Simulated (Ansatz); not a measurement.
# Phonons of MoPdPt in the AlB2 type, part 2 of 3

The plan: relax MoPdPt in the AlB2 type, check its phonons, and, if the lattice is stable, compute its Eliashberg function and ρ(T).

Ansatz 0.2.0; DFT PBE, scalar-relativistic, plane waves, PAW; PAW set soft_1.

So far. Step 2 (Rough relaxation): The largest force is now zero by symmetry and the largest stress component 0.052 GPa.

The structure was built from a prototype and need not be the compound's stable phase.

### 3. Relaxing cell and atoms

The structure is brought to rest under this functional.

Contents of input.yaml:

```yaml
crystal:
  lattice:
    - [4.4708550187, 0.0, 0.0]
    - [-2.2354275094, 3.8718740229, 0.0]
    - [0.0, 0.0, 2.6708462124]
  atoms:
    - { symbol: Mo, position: [0.0, 0.0, 0.0] }
    - { symbol: Pd, position: [0.3333333333, 0.6666666667, 0.5] }
    - { symbol: Pt, position: [0.6666666667, 0.3333333333, 0.5] }
kpoints:
  mp_grid: { grid: [9, 9, 12] }
hamiltonian:
  xc: pbe
  pseudopotentials: { kind: paw, azcp: { folder: soft_1 } }
scf:
  occupations: { method: gaussian, width: 0.1 }
output:
  forces: true
  stress: true
  eigenvalues: true
relax:
  adjacent_minimum: "off"
  f_tol: 0.005
  max_steps: 80
  cell: { stress_tol: 0.05 }
```

On the command line:

```console
ansatz run input.yaml --threads 4 --pin off --max-ram 12288MiB --backend cpu --events-out ev --progress --plain --runs-dir out
```

Numbers of over 12 decimals in the logs are rounded to 6 here.

The program printed:

```text
[the first part of the log is left out]
  E_vxc        = -666.396581  (∫ρ·V_xc dr)
  E_paw        = -16505.379766  (= ΣΔE_a)
  E_vpaw       = -902.418062  (= ΣTr[D̂ρ^β])
  E_aug_tail   = 0.001359  (compensation charges beyond the density's cutoff)
  E_ewald      = -6982.445481
  E_smearing   = -0.011696  (= −TS)
  E_closure    = 0.000000  (closes the sum)
  Σ components = -24453.953982   (vs F -24453.953982, Δ=0.00e0)
[...]
--- Stress (GPa, compression-positive) ---
       -0.000450       0.000000      -0.000000
        0.000000      -0.000450       0.000000
       -0.000000       0.000000      -0.003072
  P = ⅓ Tr σ = -0.0013 GPa (-0.013 kbar)
--- Band table (eV; the first three rows and the last of 84) ---
[...]
--- Relaxed structure (5 steps of the walk, 5 accepted, 1 SCFs on fresh bases) ---
[...]
cell:  # Å, volume = 46.3217 Å³
    - [4.467971, 2.8848806449014114e-11, 0]
    - [-2.233986, 3.869377, 0]
    - [0, 0, 2.679372]
  atoms:
    - { symbol: Mo, position: [0, 0, 0] }
    - { symbol: Pd, position: [0.333333, 0.666667, 0.5] }
    - { symbol: Pt, position: [0.666667, 0.333333, 0.5] }
```

The job ended after 16 s (4 threads of Arm Neoverse V2, shared host; peak memory 0.48 GiB).

Relaxation path:

```
step  energy less that of the first step (eV)  largest force component (eV/Å)  pressure (GPa)  volume (Å³)
   1                                   0.0000                          0.0000            0.45        46.23
   2                                   0.0001                          0.0000           -0.66        46.45
   3                                  -0.0007                          0.0000            0.14        46.29
   4                                  -0.0007                          0.0000           -0.08        46.34
   5                                  -0.0007                          0.0000            0.00        46.32
   6                                  -0.0007                          0.0000            0.00        46.32
```

The log counts 1 steps on a newly chosen plane-wave basis, not all of them marked here; energy and pressure can jump at such steps.

```
conventional cell, symmetrised  before  after  change
                         a (Å)   4.471  4.468  -0.1 %
                         b (Å)   4.471  4.468  -0.1 %
                         c (Å)   2.671  2.679  +0.3 %
              volume (Å³/atom)   15.41  15.44  +0.2 %
```

The relaxed structure:

```xyz
3
Lattice="4.4680 0.0000 0.0000 -2.2340 3.8694 0.0000 0.0000 0.0000 2.6794" Properties=species:S:1:pos:R:3 pbc="T T T"
Mo    0.0000    0.0000    0.0000
Pd    0.0000    2.5796    1.3397
Pt    2.2340    1.2898    1.3397
```

Numbers from this step:

```
pressure        : -0.001324 GPa
volume per atom : 15.44 Å³/atom
```

The largest force is now zero by symmetry and the largest stress component 0.0031 GPa.

### 4. Relaxing tightly for phonons

No force is left; the cell is relaxed once more with another smearing and tight thresholds.

input.yaml, the sections that differ from step 3:

```yaml
crystal:
  lattice:
    - [4.4679713421, 0.0, 0.0]
    - [-2.2339856711, 3.8693766857, 0.0]
    - [0.0, 0.0, 2.6793716618]
  atoms:
    - { symbol: Mo, position: [0.0, 0.0, 0.0] }
    - { symbol: Pd, position: [0.3333333333, 0.6666666667, 0.5] }
    - { symbol: Pt, position: [0.6666666667, 0.3333333333, 0.5] }
scf:
  occupations: { method: methfessel_paxton, width: 0.2 }
relax:
  adjacent_minimum: "off"
  f_tol: 0.001
  max_steps: 60
  cell: { stress_tol: 0.01 }
# kpoints, hamiltonian, output: as in step 3
```

The program printed:

```text
[the first part of the log is left out]
  E_vxc        = -666.405544  (∫ρ·V_xc dr)
  E_paw        = -16505.382790  (= ΣΔE_a)
  E_vpaw       = -902.423445  (= ΣTr[D̂ρ^β])
  E_aug_tail   = 0.001358  (compensation charges beyond the density's cutoff)
  E_ewald      = -6982.820713
  E_smearing   = 0.002210  (= −TS)
  E_closure    = 0.000000  (closes the sum)
  Σ components = -24453.947936   (vs F -24453.947936, Δ=0.00e0)
[...]
--- Stress (GPa, compression-positive) ---
        0.000042      -0.000000       0.000000
       -0.000000       0.000042       0.000000
        0.000000       0.000000       0.000111
  P = ⅓ Tr σ = 0.0001 GPa (0.001 kbar)
--- Band table (eV; the first three rows and the last of 84) ---
[...]
--- Relaxed structure (5 steps of the walk, 4 accepted, 1 SCFs on fresh bases) ---
[...]
cell:  # Å, volume = 46.3144 Å³
    - [4.468101, 2.8868303075495087e-11, 0]
    - [-2.234051, 3.869489, 0]
    - [0, 0, 2.678794]
  atoms:
    - { symbol: Mo, position: [0, 0, 0] }
    - { symbol: Pd, position: [0.333333, 0.666667, 0.5] }
    - { symbol: Pt, position: [0.666667, 0.333333, 0.5] }
```

The job ended after 14 s (4 threads; peak memory 0.48 GiB; 55 s of CPU time).

Little changed from the start: no atom moved by 0.005 Å and no cell edge by 0.1 %.

This step gave:

```
pressure : 6.51e-5 GPa
```

The largest force is now zero by symmetry and the largest stress component 1.1e-4 GPa, small enough for phonons.

### 5. Phonons by linear response: q 2×2×2, k 4×4×6

Couplings are defined for a stable lattice alone, so phonons come first.

Contents of input.yaml:

```yaml
crystal:
  lattice:
    - [4.4681011203, 0.0, 0.0]
    - [-2.2340505602, 3.8694890768, 0.0]
    - [0.0, 0.0, 2.6787944798]
  atoms:
    - { symbol: Mo, position: [0.0, 0.0, 0.0] }
    - { symbol: Pd, position: [0.3333333333, 0.6666666667, 0.5] }
    - { symbol: Pt, position: [0.6666666667, 0.3333333333, 0.5] }
kpoints:
  mp_grid: { grid: [4, 4, 6] }
hamiltonian:
  xc: pbe
  pseudopotentials: { kind: paw, azcp: { folder: soft_1 } }
scf:
  occupations: { method: methfessel_paxton, width: 0.2 }
output:
  eigenvalues: true
phonons:
  method: dfpt
  qmesh: [2, 2, 2]
  temperatures: { t_max: 1000, t_step: 50 }
  qpath:
    path:
      - [[0.0, 0.0, 0.0], [0.5, 0.0, 0.0], [0.33333333, 0.33333333, 0.0], [0.0, 0.0, 0.0], [0.0, 0.0, 0.5], [0.5, 0.0, 0.5], [0.33333333, 0.33333333, 0.5], [0.0, 0.0, 0.5]]
      - [[0.5, 0.0, 0.5], [0.5, 0.0, 0.0]]
      - [[0.33333333, 0.33333333, 0.5], [0.33333333, 0.33333333, 0.0]]
    npoints: 10
```

The program printed:

```text
Warning: phonons: the dynamical matrix that this run interpolates holds no multipole term above the dipole-dipole one, and a site of this crystal is no centre of inversion, so its interpolated transverse optical and acoustic branches and sound speeds can stay off near Gamma, and the density of states and the thermodynamics with them. What a run solves at a wave vector of phonons.qpoints, Gamma apart, where the deck admits one, is free of this, and under fd what a larger phonons.supercell samples
[...]
Crystal: 3 atoms, lattice volume = 46.314 Å³
Basis set: ecut = 420 eV, 927 PW (Γ), exchange–correlation on 60×60×36 points (8 copies of the dense FFT grid, shifted against one another)
Bands: 30, of which v1, the nominal top of the filled ones, is band 25 counted from 1 (24 counted from 0)
Symmetry: 12 space group operations
k-points: 16 of 96 (time reversal used)
[...]
SCF iter   1: F=—  HF=-24457.709105 eV  |F-HF|=—  |Δ(HF+E_count)|=         —  Δρ=1.99e-1  dr2=2.78e1  ethr=3.10e-3  ⟨swp⟩=4.3  Hψ=1579  notcnv=0
[...]
SCF iter  11: F=-24454.002787 eV  HF=-24454.002787 eV  |F-HF|=3.64e-12  |Δ(HF+E_count)|=  1.09e-11  S|Δr|=    0.00e0  Δρ=4.46e-8  dr2=5.29e-13  ethr=1.00e-12  ⟨swp⟩=6.8  Hψ=2172  notcnv=0
SCF 1 converged in 11 iterations: F = -24454.002787 eV  dr2 = 5.29e-13
[...]
SCF iter   1: F=—  HF=-24454.002778 eV  |F-HF|=—  |Δ(HF+E_count)|=         —  Δρ=5.16e-7  dr2=1.49e-10  ethr=2.22e-8  ⟨swp⟩=3.0  Hψ=2885  notcnv=0
eigensolver tolerance schedule: the retry pair's looser diagonalisation over-reported the residual by 74268.01 of it (diagonalisation noise at 1.13 of the residual, at the tolerance the schedule requests for it); recorded, not acted on — ethr = c·dr2/N_el stays at c = 1.0e-1
[...]
SCF iter   2: F=—  HF=-24454.002787 eV  |F-HF|=—  |Δ(HF+E_count)|=   9.30e-6  S|Δr|=    0.00e0  Δρ=3.29e-7  dr2=5.24e-11  ethr=1.00e-12  ⟨swp⟩=3.1  Hψ=1130  notcnv=0
[...]
SCF iter   4: F=-24454.002787 eV  HF=-24454.002787 eV  |F-HF|=1.09e-11  |Δ(HF+E_count)|=  3.64e-12  S|Δr|=    0.00e0  Δρ=9.57e-8  dr2=4.95e-12  ethr=1.00e-12  ⟨swp⟩=2.3  Hψ=979  notcnv=0
SCF 2 converged in 4 iterations: F = -24454.002787 eV  dr2 = 4.95e-12
phonons: the bands overlap, so this run is a metal and interpolates without the dipole-dipole term. If the crystal is really an insulator or semiconductor, its LO-TO splitting is missing
NSCF: frozen V_eff on 16 k-points
WARN: eigensolver did not converge (k=3): 1 band(s) unlocked after 20 sweeps at ethr=1.19e-12 eV (storage-precision floor; scheduled 1.00e-12 eV) (lowest unlocked band 29, counted from 0; max residual 3.58e-6 eV among the unlocked bands, 3.58e-6 eV over every band; other slots of this pass that fall short are told together in one closing line; warning suppressed until the next SCF loop or pass starts)
[...]
DFPT response loops at q = (0, 0, 0) (fractional): preconditioner auto → Kerker (q_TF=auto, 2.763 Å⁻¹) (partly filled bands, converged f_vac=0.000); β = 1.00, the filter's whole step (`scf.mixing.beta` (0.50) is not read by the response loops under this deck's `scf.mixing.preconditioner`; to damp them name `kerker` or `kerker_dos`, under which they read `scf.mixing.beta`, and type it under 1.00, their step now; both keys bind the ground state too); Broyden in place of MSR1
[...]
SCF converged after 11 iterations
Stability not checked: this state was not tested for a lower state beside it, because cold or Methfessel-Paxton smearing, or corrected tetrahedra, fill the levels in a way that the test cannot read (fill_not_monotonic; see scf.lower_state_search)
Free energy (F): -24454.002787 eV
[...]
Internal energy: -24454.001670 eV  (E = F + TS)
E sigma→0 (E₀):  -24454.002508 eV
Entropy (-TS):   -0.001117 eV (-0.372 meV/atom)
Fermi energy:    20.830286 eV
[...]
--- Band table (eV; the first three rows and the last of 16) ---
  k-point 0: bands = [... 21 lower, 18.8026, 19.3011, 19.3011, 19.7584, 19.7584, 23.2803, 23.2803, 27.5205, ... 1 higher]
  k-point 1: bands = [... 21 lower, 19.2496, 19.2496, 19.5663, 20.6954, 20.6954, 22.7164, 22.7164, 27.6316, ... 1 higher]
  k-point 2: bands = [... 21 lower, 18.4461, 19.9669, 22.0097, 22.0097, 22.1681, 22.1681, 22.2355, 27.4368, ... 1 higher]
  k-point 15: bands = [... 21 lower, 20.5703, 20.5902, 20.8185, 20.8848, 21.8302, 23.4240, 23.8967, 25.1214, ... 1 higher]
--- Phonons (Γ-DFPT): 6 representative perturbations + reference (Σ response iterations 18) ---
  ASR residual: 2.364e-5 → 0.000e0 eV/Å²; symmetrization residual: 3.493e-5 eV/Å²
  ASR residual per site (eV/Å²): 6.21e-6 2.36e-5 1.89e-5
  Γ frequencies (cm⁻¹): 0.00 0.00 0.00 37.29 108.63 108.63 140.51 230.38 230.38
--- Phonons (arbitrary-q DFPT): 4 irreducible q on the 2×2×2 mesh ---
  q = [0.0000, 0.0000, 0.0000] (star 1, of the zone-centre solve; hermiticity 4.87e-6, symmetrization 2.54e-10): -0.00 -0.00 -0.00 37.29 108.63 108.63 140.51 230.38 230.38
  q = [0.0000, 0.0000, -0.5000] (star 1, 6 solved perturbations in 132 linear systems a pass and spin channel, the states on 28 of 96 k-point pairs; hermiticity 1.58e-6, symmetrization 7.15e-10): -65.46 74.75 74.75 112.07 112.07 182.76 220.98 228.79 228.79
  q = [0.0000, -0.5000, 0.0000] (star 3, 9 solved perturbations on 28 of 96 k-point pairs; hermiticity 3.74e-6, symmetrization 3.05e-10): -3.22 55.17 60.80 97.52 109.60 119.90 147.46 215.47 237.78
[...]
sum rule: each row above includes the acoustic sum rule's correction from the zone centre's row sums; it moved no ω² by more than (0.25 cm⁻¹)²
  mesh force constants: q→R imaginary residual 1.74e-17; ASR residual 2.364e-5 → 0.000e0 eV/Å²; symmetrization residual 1.599e-14 eV/Å²
  interpolated dispersion: 93 rows × 9 modes
  density of states and harmonic sums: on the 16×16×24 q-mesh, interpolated from the force constants of a 2×2×2 supercell (no non-analytic term)
  largest difference from the sums on the solved wave vectors: F 1.72e-1 eV, S 2.45e-4 and C_V 7.29e-5 eV/K
  zero-point energy: 0.075471 eV/cell   skipped modes (ω ≤ 0): 23, of them read as no rigid motion or as one in doubt: 20 (2.832e-2 modes/cell left out, lowest -65.46 cm⁻¹)   left out of the sums: 3.20e-3 of the cell's modes: C_V's classical limit lies that fraction below 3 k_B per atom; for a crystal, a wire or a layer, F and S can be off by more, and a phonons.interpolated_qmesh denser along its periods is the remedy for the sampling
```

Wall time 27 s (4 threads); peak memory 0.54 GiB; 1.7 min of CPU time.

The column dr2 measures how far the density is from self-consistency, as an energy; F and HF (Harris–Foulkes) agree once it is small.

Numbers from this step:

```yaml
share_of_imaginary_modes_in_the_plain_interpolation_between_solved_wavevectors: 0.003
highest_frequency_solved_or_plainly_interpolated: 245.6 cm⁻¹
```

Solved on the 2×2×2 mesh alone; all other wavevectors are interpolated. Phonon branches along the path, in cm⁻¹:

```
    point  branch 1  branch 2  branch 3  branch 4  branch 5  branch 6  branch 7  branch 8  branch 9
        Γ         0         0         0        37       109       109       140       230       230
  halfway        22        40        45        97       108       119       122       224       234
        M        -3        55        61        98       110       120       148       216       238
  halfway        10        52        54        96       115       124       151       209       242
        K        16        48        49        94       123       123       156       203       244
  halfway        19        43        47       108       111       116       122       220       237
        Γ         0         0         0        37       109       109       140       230       230
  halfway        52        52        57       111       111       135       168       230       230
        A       -66        75        75       112       112       183       221       229       229
  halfway        56        56       104       107       120       188       224       224       234
        L        30       102       103       127       135       191       215       228       240
  halfway        31       106       108       122       140       194       207       227       243
        H        30       113       114       115       148       198       199       226       246
  halfway        50        73       107       111       120       190       220       224       237
        A       -66        75        75       112       112       183       221       229       229
jump to L        30       102       103       127       135       191       215       228       240
  halfway        48        99       105       118       132       140       174       215       239
        M        -3        55        61        98       110       120       148       216       238
jump to H        30       113       114       115       148       198       199       226       246
  halfway        40       105       106       112       150       150       170       202       245
        K        16        48        49        94       123       123       156       203       244
```

The phonon branches as a text plot (rows in cm⁻¹):

```
    239 |  ************            ***********   ****************
    226 |****        *****************************       *
    213 |    ****  **          *     ***    *    ******** *
    200 |        **           *         ****             ********
    187 |                    *  ********    ********      *
    174 |                      *                    *      **
    161 |                   * *                    * *       ****
    148 |     ******         *          ***           ********
    135 |**  *      * *******         **   *     *****       **
    122 |  ***********             ***********   ********     ***
    109 |********   ****************** ***********************
     97 |    *******       *         **       *  ********    ****
     84 |  *                      *         *         **      **
     71 |             *   *   ***** *        ****
     58 | *  ****          ***     *                 ****      **
     45 |   *    ***** * **         *       **     **       *****
     32 |***          ***  * *       *******     **      ***    *
     19 |****    ******* **
      6 |*   * **       **
     -7 |     *                                         *
    -20 |                                     *
    -33 |                     *   *
    -46 |                      *
    -59 |                       **             **
         Γ    M   K     Γ       A     L  H     A|L     M|H      K
```

Lowest modes at the softest wavevector of the mesh. Modes at q = (0.000, 0.000, 0.500), with each element's share of the kinetic energy (negative means imaginary):

```
mode  frequency (cm⁻¹)  Mo %  Pd %  Pt %
   1             -65.5   100     0     0
   2              74.7     0    30    70
   3              74.7     0    30    70
   4             112.1   100     0     0
   5             112.1   100     0     0
   6             182.8     0     0   100
```

Displacements in mode 1 (-65.5 cm⁻¹), the largest set to 1, in the home cell:
```
Mo1 0.00 0.00 1.00
Pd2 0.00 0.00 0.00
Pt3 0.00 0.00 0.00
```

Displacements in mode 2 (74.7 cm⁻¹), the largest set to 1, in the home cell (x, y, z of the real part, then of the imaginary part):
```
Mo1  0.00  0.00  0.00  0.00  0.00  0.00
Pd2 -0.86 -0.62  0.00  0.22 -0.31  0.00
Pt3 -0.97 -0.70  0.00  0.25 -0.35  0.00
```

Among the solved wavevectors the lowest mode, translations apart, is -65.5 cm⁻¹, imaginary.

(Continued in part 3 of 3.)

[Logs are printed without paths, hosts, clocks, repeated set-up lines and the standing remarks that a program may print on its own settings, such as how far it seeks lower states.]

[Hosts, paths, dates, database ids (printed as entryN), source tags and the programs' standing remarks are cut or masked in the printed files.]
